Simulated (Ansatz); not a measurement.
# Lattice dynamics of Cs3Bi2Br9 (P-3m1)

The cell of Cs3Bi2Br9 (P-3m1) is at rest. What are its phonons? After the zone centre comes a 2×2×1 q mesh on a 6×6×4 k mesh.

Main program and level: Ansatz 0.2.0; DFT PBEsol, scalar-relativistic, plane waves, PAW; PAW set soft_1.

**What experiment says.**

“Pressure induced emergence of visible luminescence in Cs3Bi2Br9: Effect of structural distortion in optical behaviour” (2020, arxiv:2009.01478) reports for Cs3Bi2Br9, trigonal (I), by Raman, 532 nm (crystalline powder, 300 K): Raman mode (Eg, Bi-Br stretching) 167 cm⁻¹; Raman mode (A1g, Bi-Br stretching) 192 cm⁻¹.

Most raw output is cut from this account.

## 1. The starting structure

The structure is trigonal, space group P-3m1 (No. 164). Conventional cell: a = 7.912 Å, b = 7.912 Å, c = 9.810 Å, α = 90.00°, β = 90.00°, γ = 120.00°. Nearest to Cs lie 12 Br at 3.90 to 4.04 Å. Cs has 12 Br at 3.96 to 4.03 Å nearest. Bi has 6 Br at 2.73 to 2.95 Å nearest. Nearest to Br lie 2 Bi at 2.95 Å and 4 Cs at 3.96 to 4.04 Å. Br has 1 Bi at 2.73 Å and 4 Cs at 3.90 to 4.03 Å nearest. Farther neighbours and most contacts between anions are not listed.

## 2. Zone-centre response

The cell comes from relaxations at this level that are not shown. The zone centre comes first: it holds the modes that light can see, as far as symmetry allows. The response to a homogeneous field gives the Born charges and the dielectric tensor, and its change with displacement the Raman tensors.

Input file input.yaml:

```yaml
crystal:
  lattice:
    - [7.9116901094, 0.0, 0.0]
    - [-3.9558450547, 6.8517246216, 0.0]
    - [0.0, 0.0, 9.8098755863]
  atoms:
    - { symbol: Cs, position: [0.6666666667, 0.3333333333, 0.6600357016] }
    - { symbol: Cs, position: [0.3333333333, 0.6666666667, 0.3399642984] }
    - { symbol: Cs, position: [0.0, 0.0, 0.0] }
    - { symbol: Bi, position: [0.6666666667, 0.3333333333, 0.1905003806] }
    - { symbol: Bi, position: [0.3333333333, 0.6666666667, 0.8094996194] }
    - { symbol: Br, position: [0.5, 0.5, 0.0] }
    - { symbol: Br, position: [0.5, 0.0, 0.0] }
    - { symbol: Br, position: [0.0, 0.5, 0.0] }
    - { symbol: Br, position: [0.3297844244, 0.1648922122, 0.3395953109] }
    - { symbol: Br, position: [0.8351077878, 0.1648922122, 0.3395953109] }
    - { symbol: Br, position: [0.8351077878, 0.6702155756, 0.3395953109] }
    - { symbol: Br, position: [0.1648922122, 0.3297844244, 0.6604046891] }
    - { symbol: Br, position: [0.1648922122, 0.8351077878, 0.6604046891] }
    - { symbol: Br, position: [0.6702155756, 0.8351077878, 0.6604046891] }
kpoints:
  mp_grid: { grid: [6, 6, 4] }
hamiltonian:
  xc: pbesol
  pseudopotentials: { kind: paw, azcp: { folder: soft_1 }, xc_functional: pbe }
scf:
  occupations: { method: fixed }
output:
  eigenvalues: true
phonons:
  method: dfpt
  dielectric: true
  rigid_motions: translations
  raman: true
```

On the command line:

```console
ansatz run input.yaml --threads 16 --pin off --max-ram 61440MiB --backend cuda --events-out ev --progress --plain --runs-dir out
```

It took 64 s on 1 × NVIDIA GB200 with 16 threads of Arm Neoverse V2, shared host; peak memory 12 GiB; 8.7 min of CPU time.

Numbers from this step:

```
gap on the k-mesh                                       : 2.392 eV
volume per atom                                         : 37.98 Å³
sum-rule residual before enforcement                    : 6.42e-5 eV/Å²
miss of the charge sum rule                             : 0.09517 e
estimated error of the dielectric tensor                : 0.02630
estimated error of the Born charges                     : 0.04453 e
point group                                             : -3m
highest optical mode at the zone centre (no LO-TO term) : 187.6 cm⁻¹
lowest optical zone-centre mode                         : -11.17 cm⁻¹
mean high-frequency dielectric constant                 : 4.197
largest Born charge (third of the trace)                : 4.268 e
top of the zone-centre spectrum with the field          : 187.6 cm⁻¹
```

Without the LO-TO term. Patterns of degenerate modes are one choice out of their space. Modes at Γ, with each element's share of the kinetic energy (negative means imaginary); the lowest 24 and highest 6 of 42:

```
mode  frequency (cm⁻¹)  symmetry  Cs %  Bi %  Br %
   1             -11.2        Eu     4     0    96
   2             -11.2        Eu     4     0    96
   3              -4.5       A1u     0     0   100
   4               0.0  acoustic    26    27    47
   5               0.0  acoustic    26    27    47
   6               0.0  acoustic    26    27    47
   7              20.7       A2u    89     7     4
   8              23.6        Eg     1     6    93
   9              23.6        Eg     1     6    93
  10              24.7       A2g     0     0   100
  11              28.9        Eg    97     1     2
  12              28.9        Eg    97     1     2
  13              29.8        Eu    94     2     5
  14              29.8        Eu    94     2     5
  15              30.4        Eu    74     8    18
  16              30.4        Eu    74     8    18
  17              31.8       A2u    79     2    19
  18              32.0       A1g    97     3     0
  19              38.6       A1u     0     0   100
  20              40.3        Eu     2     0    98
  21              40.3        Eu     2     0    98
  22              56.3        Eu     1    21    78
  23              56.3        Eu     1    21    78
  24              58.1       A1g     1    17    82
  37             164.5        Eu     0    18    82
  38             164.5        Eu     0    18    82
  39             165.0        Eg     0    33    67
  40             165.0        Eg     0    33    67
  41             174.2       A2u     0     3    97
  42             187.6       A1g     0    26    74
```

Displacements in mode 7 (20.7 cm⁻¹), the largest set to 1:
```
Cs1  0.00  0.00 -0.03
Cs2  0.00  0.00 -0.03
Cs3  0.00  0.00  1.00
Bi4  0.00  0.00 -0.16
Bi5  0.00  0.00 -0.16
Br6 -0.03  0.02 -0.03
Br7  0.00 -0.03 -0.03
Br8  0.03  0.02 -0.03
Br9 -0.01  0.00 -0.11
Br10 0.01  0.00 -0.11
Br11 0.00  0.01 -0.11
Br12 0.00  0.01 -0.11
Br13 0.01  0.00 -0.11
Br14-0.01  0.00 -0.11
```

Displacements in mode 25 (58.2 cm⁻¹), the largest set to 1:
```
Cs1  0.00  0.00 -0.29
Cs2  0.00  0.00 -0.29
Cs3  0.00  0.00  0.26
Bi4  0.00  0.00  0.49
Bi5  0.00  0.00  0.49
Br6  0.87 -0.50 -0.82
Br7  0.00  1.00 -0.82
Br8 -0.87 -0.50 -0.82
Br9 -0.25 -0.14  0.07
Br10 0.25 -0.14  0.07
Br11 0.00  0.28  0.07
Br12 0.00  0.28  0.07
Br13 0.25 -0.14  0.07
Br14-0.25 -0.14  0.07
```

Optical modes at the zone centre, without and with the macroscopic field of the longitudinal modes; each column is sorted by frequency, so a row need not hold one and the same mode. Modes with and without the field, by row:

```csv
rank among optical modes,no field (cm⁻¹),"q along (1, 0, 0) (cm⁻¹)","q along (0, 0, 1) (cm⁻¹)"
1,-11.2,-11.2,-11.2
2,-11.2,-11.2,-11.2
3,-4.5,-4.5,-4.5
4,20.7,20.7,20.9
5,23.6,23.6,23.6
6,23.6,23.6,23.6
7,24.7,24.7,24.7
8,28.9,28.9,28.9
9,28.9,28.9,28.9
10,29.8,29.8,29.8
11,29.8,29.8,29.8
12,30.4,30.4,30.4
13,30.4,31.8,30.4
14,31.8,32,32
15,32,38.6,38.6
16,38.6,38.9,40.3
17,40.3,40.3,40.3
18,40.3,40.9,44.9
19,56.3,56.3,56.3
20,56.3,58.1,56.3
21,58.1,58.2,58.1
22,58.2,59.4,59.4
23,59.4,59.4,59.4
24,59.4,59.5,59.5
25,63.2,63.2,63.2
26,63.2,63.7,63.2
27,67.9,67.9,69.2
28,72.9,72.9,72.9
29,72.9,72.9,72.9
30,87.9,87.9,87.9
31,130.1,130.1,130.1
32,130.1,147.3,130.1
33,148.2,148.2,164.5
34,164.5,164.5,164.5
35,164.5,165,165
36,165,165,165
37,165,174.2,170.7
38,174.2,184.1,184.2
39,187.6,187.6,187.6
```

Born charge (rows field, columns displacement) (e), principal values of the symmetric part by kind of site:

```csv
atom,atoms with these values,low,middle,high,mean
Cs1,2,1.28,1.28,1.54,1.37
Cs3,1,0.98,1.49,1.49,1.32
Bi4,2,4.22,4.29,4.29,4.27
Br6,3,-3.59,-0.72,-0.65,-1.65
Br9,6,-2.48,-0.67,-0.66,-1.27
```

In full for Br9:

```
-1.60 -0.54  0.67
-0.54 -0.98  0.39
 0.78  0.45 -1.24
```

High-frequency dielectric tensor:

```
4.20 0.00 0.00
0.00 4.20 0.00
0.00 0.00 4.19
```

Transverse modes; imaginary modes are left out. Infrared lines, with heights relative to the strongest:

| position (cm⁻¹) | lines merged | relative intensity |
| --- | --- | --- |
| 21 | 1 | 0.4 |
| 24 | 1 | 0.0 |
| 25 | 1 | 0.0 |
| 29 | 1 | 0.0 |
| 30 | 2 | 16 |
| 32 | 2 | 11 |
| 39 | 1 | 0.0 |
| 40 | 1 | 0.2 |
| 56 | 1 | 6.4 |
| 58 | 2 | 1.0 |
| 59 | 1 | 0.0 |
| 63 | 1 | 0.6 |
| 68 | 1 | 1.2 |
| 73 | 1 | 0.0 |
| 88 | 1 | 0.0 |
| 130 | 1 | 100 |
| 148 | 1 | 64 |
| 164 | 1 | 46 |
| 165 | 1 | 0.0 |
| 174 | 1 | 3.3 |
| 188 | 1 | 0.0 |

Activity x (w_L - w)^4 (n + 1)/w, 532 nm, 300 K; imaginary modes are left out; modes without the macroscopic field alone. Lines of the Raman spectrum (strongest = 100):

```
position (cm⁻¹)  lines merged  relative intensity
             21             1                 0.0
             24             1                 7.6
             25             1                 0.0
             29             1                 7.3
             30             2                 0.0
             32             2                 8.2
             39             1                 0.0
             40             1                 0.0
             56             1                 0.0
             58             2                  62
             59             1                 100
             63             1                 0.0
             68             1                 0.0
             73             1                  17
             88             1                  13
            130             1                 0.0
            148             1                 0.0
            164             1                 0.0
            165             1                  36
            174             1                 0.0
            188             1                  89
```

Before it was imposed, the acoustic sum rule was missed by 6.4e-5 eV/Å² and the charge sum rule by 0.095 e. The charge miss is large and points to the mesh or the basis. The lowest optical mode is imaginary, 11.2i cm⁻¹, so the energy falls along it.

## 3. Phonons on a q mesh

The mesh has a single point along some directions, so zone-edge points there are not solved. Linear response on a 2×2×1 q mesh gives force constants as far as a supercell of that size would, and the tensors from the zone-centre run are typed in so that the long-range dipole term is interpolated apart.

input.yaml, the sections that differ from step 2:

```yaml
phonons:
  method: dfpt
  qmesh: [2, 2, 1]
  temperatures: { t_max: 1000, t_step: 50 }
  qpath:
    path:
      - [[0.0, 0.0, 0.0], [0.5, 0.0, 0.0], [0.33333333, 0.33333333, 0.0], [0.0, 0.0, 0.0], [0.0, 0.0, 0.5], [0.5, 0.0, 0.5], [0.33333333, 0.33333333, 0.5], [0.0, 0.0, 0.5]]
      - [[0.5, 0.0, 0.5], [0.5, 0.0, 0.0]]
      - [[0.33333333, 0.33333333, 0.0], [0.33333333, 0.33333333, 0.5]]
    npoints: 10
  non_analytic_term:
    high_frequency_dielectric_tensor: [[4.1986, 0.0, 0.0], [0.0, 4.1986, 0.0], [0.0, 0.0, 4.1934]]
    born_effective_charges:
      - { species: Cs, tensor: [[1.2756, 0.0, 0.0], [0.0, 1.2756, 0.0], [0.0, 0.0, 1.5448]] }
      - { species: Cs, tensor: [[1.2756, 0.0, 0.0], [0.0, 1.2756, 0.0], [0.0, 0.0, 1.5448]] }
      - { species: Cs, tensor: [[1.4895, 0.0, 0.0], [0.0, 1.4895, 0.0], [0.0, 0.0, 0.981]] }
      - { species: Bi, tensor: [[4.2937, 0.0, 0.0], [0.0, 4.2937, 0.0], [0.0, 0.0, 4.2154]] }
      - { species: Bi, tensor: [[4.2937, 0.0, 0.0], [0.0, 4.2937, 0.0], [0.0, 0.0, 4.2154]] }
      - { species: Br, tensor: [[-2.0875, 0.7909, -1.4107], [0.7909, -1.1743, 0.8145], [-1.0313, 0.5954, -1.6918]] }
      - { species: Br, tensor: [[-0.7177, 0.0, 0.0], [0.0, -2.5441, -1.6289], [0.0, -1.1909, -1.6918]] }
      - { species: Br, tensor: [[-2.0875, -0.7909, 1.4107], [-0.7909, -1.1743, 0.8145], [1.0313, 0.5954, -1.6918]] }
      - { species: Br, tensor: [[-1.6026, -0.5427, 0.6698], [-0.5427, -0.9759, 0.3867], [0.7782, 0.4493, -1.2376]] }
      - { species: Br, tensor: [[-1.6026, 0.5427, -0.6698], [0.5427, -0.9759, 0.3867], [-0.7782, 0.4493, -1.2376]] }
      - { species: Br, tensor: [[-0.6626, 0.0, 0.0], [0.0, -1.916, -0.7735], [0.0, -0.8986, -1.2376]] }
      - { species: Br, tensor: [[-0.6626, 0.0, 0.0], [0.0, -1.916, -0.7735], [0.0, -0.8986, -1.2376]] }
      - { species: Br, tensor: [[-1.6026, 0.5427, -0.6698], [0.5427, -0.9759, 0.3867], [-0.7782, 0.4493, -1.2376]] }
      - { species: Br, tensor: [[-1.6026, -0.5427, 0.6698], [-0.5427, -0.9759, 0.3867], [0.7782, 0.4493, -1.2376]] }
    source: "zone-centre run at this cell"
# crystal, kpoints, hamiltonian, scf, output: as in step 2
```

The job ended after 19 s (1 × NVIDIA GB200 with 16 threads; peak memory 8.1 GiB).

Numbers from this step:

- sum-rule residual before enforcement: 1.77e-5 eV/Å²
- lowest mode on the q mesh (acoustic modes at Γ apart): -16.26 cm⁻¹
- highest frequency at a solved wavevector (no LO-TO term at Γ): 187.6 cm⁻¹

Frequencies (cm⁻¹) solved at each irreducible wavevector; negative means imaginary. Frequencies by wavevector, by row:

```
q in reciprocal lattice units  star  mode 1  mode 2  mode 3  mode 4  mode 40  mode 41  mode 42
                        0 0 0     1   -11.2   -11.2    -4.5       0      165    174.2    187.6
                     0 -0.5 0     3   -16.3    15.7    19.5    22.3    174.3    180.4    184.4
```

Symmetry leaves 2 wavevectors to solve. The lowest mode among them, the acoustic zeros apart, lies at q = (0, -0.5, 0) and is imaginary, 16.3i cm⁻¹, so the energy falls along it.

## 4. Another isotope

An isotope changes the mass and not the force constants, so no new electronic calculation is needed; the shifts show which modes move this element.

The same force constants with the mass of Br changed from 79.904 to 80.916 u (phonopy, no LO-TO term). Both lists are sorted by frequency; levels can cross, so a row need not hold one and the same mode. Modes under 3 cm⁻¹ are left out. Isotope shifts, by row, the first 40 of 60 rows:

```csv
q,rank,natural mass (cm⁻¹),changed mass (cm⁻¹)
0 0 0,1,-11.17,-11.1
0 0 0,2,-11.17,-11.1
0 0 0,3,-4.49,-4.47
0 0 0,7,20.66,20.66
0 0 0,8,23.57,23.43
0 0 0,9,23.57,23.43
0 0 0,10,24.73,24.58
0 0 0,11,28.92,28.92
0 0 0,12,28.92,28.92
0 0 0,13,29.83,29.82
0 0 0,14,29.83,29.82
0 0 0,15,30.39,30.35
0 0 0,16,30.39,30.35
0 0 0,17,31.75,31.71
0 0 0,18,31.98,31.97
0 0 0,19,38.62,38.38
0 0 0,20,40.26,40.02
0 0 0,21,40.26,40.02
0 0 0,22,56.33,56.05
0 0 0,23,56.33,56.05
0 0 0,24,58.11,57.81
0 0 0,25,58.25,57.97
0 0 0,26,59.35,59.02
0 0 0,27,59.35,59.02
0 0 0,28,63.23,62.86
0 0 0,29,63.23,62.86
0 0 0,30,67.9,67.53
0 0 0,31,72.9,72.67
0 0 0,32,72.9,72.67
0 0 0,33,87.91,87.66
0 0 0,34,130.1,129.4
0 0 0,35,130.1,129.4
0 0 0,36,148.2,147.5
0 0 0,37,164.5,163.7
0 0 0,38,164.5,163.7
0 0 0,39,165,164.3
0 0 0,40,165,164.3
0 0 0,41,174.2,173.2
0 0 0,42,187.6,186.7
0 -0.5 0,1,-16.26,-16.16
```

A mode of this element alone would shift by -0.63 %. The highest zone-centre frequency without the field goes from 187.6 to 186.7 cm⁻¹ (-0.5 %).

## 5. Summary of results

| Property | Result |
| --- | --- |
| space group (within 0.01 Å) | P-3m1 |
| volume per atom | 38.0 Å³ |
| gap on the k-mesh | 2.39 eV |
| highest optical mode at the zone centre (no LO-TO term) | 188 cm⁻¹ |
| top of the zone-centre spectrum with the field | 188 cm⁻¹ |
| lowest optical zone-centre mode | -11.2 cm⁻¹ |
| mean high-frequency dielectric constant | 4.20 |
| largest Born charge (third of the trace) | 4.27 e |
| lowest mode on the q mesh (acoustic modes at Γ apart) | -16.3 cm⁻¹ |
| imaginary modes on the 2×2×1 q mesh | yes |

In words: Modes are clearly imaginary (beyond 10i cm⁻¹) at 2 of the 2 irreducible wavevectors, most at q = (0, -0.5, 0) (16.3i cm⁻¹), so this structure is not a minimum of the energy. Without the field, the optical modes at Γ span -11 to 188 cm⁻¹ (negative means imaginary). The highest mode in this list at Γ, 187.6 cm⁻¹, is mostly motion of Br (74 % of the kinetic energy). The macroscopic field leaves the top of the zone-centre spectrum where it is. Among the real modes, the strongest infrared line is at 130 cm⁻¹. Averaged over orientations, the strongest Raman line at 532 nm and 300 K is at 59 cm⁻¹. The q mesh is too sparse to interpolate, so only the solved wavevectors are given. The program warns that the interpolation holds no quadrupole term, so branches close to Γ can be off in this crystal. Spin-orbit coupling is left out, which can matter for the heavy elements here. The PAW files were made for PBE and serve the other functionals too. These are harmonic frequencies at zero temperature: anharmonic shifts, linewidths and thermal expansion are left out.

Comparison with the measured values:

| quantity | measured | PBEsol, PAW; PAW set soft_1 |
| --- | --- | --- |
| Raman mode, Eg, Bi-Br stretching (cm⁻¹) | 167 | 165 (-1.2 %) |
| Raman mode, A1g, Bi-Br stretching (cm⁻¹) | 192 | 188 (-2.3 %) |

Measured values from arxiv:2009.01478 (2020).

Verdict: The Raman mode is off by -1.2 %: good agreement. The Raman mode is off by -2.3 %: good agreement. The grades are ours: good and fair within 3 and 7 % for the Raman mode. 4 further measured lines are left out: they lack a usable label, or no computed mode of their label or degeneracy could be paired (by label, or within 15 % without labels). For Raman mode the calculation has a static lattice, without zero-point motion or thermal motion (measured at up to 300 K).

[Logs are printed without paths, hosts, clocks, repeated set-up lines and the standing remarks that a program may print on its own settings, such as how far it seeks lower states.]

[Hosts, paths, dates, database ids (printed as entryN), source tags and the programs' standing remarks are cut or masked in the printed files.]
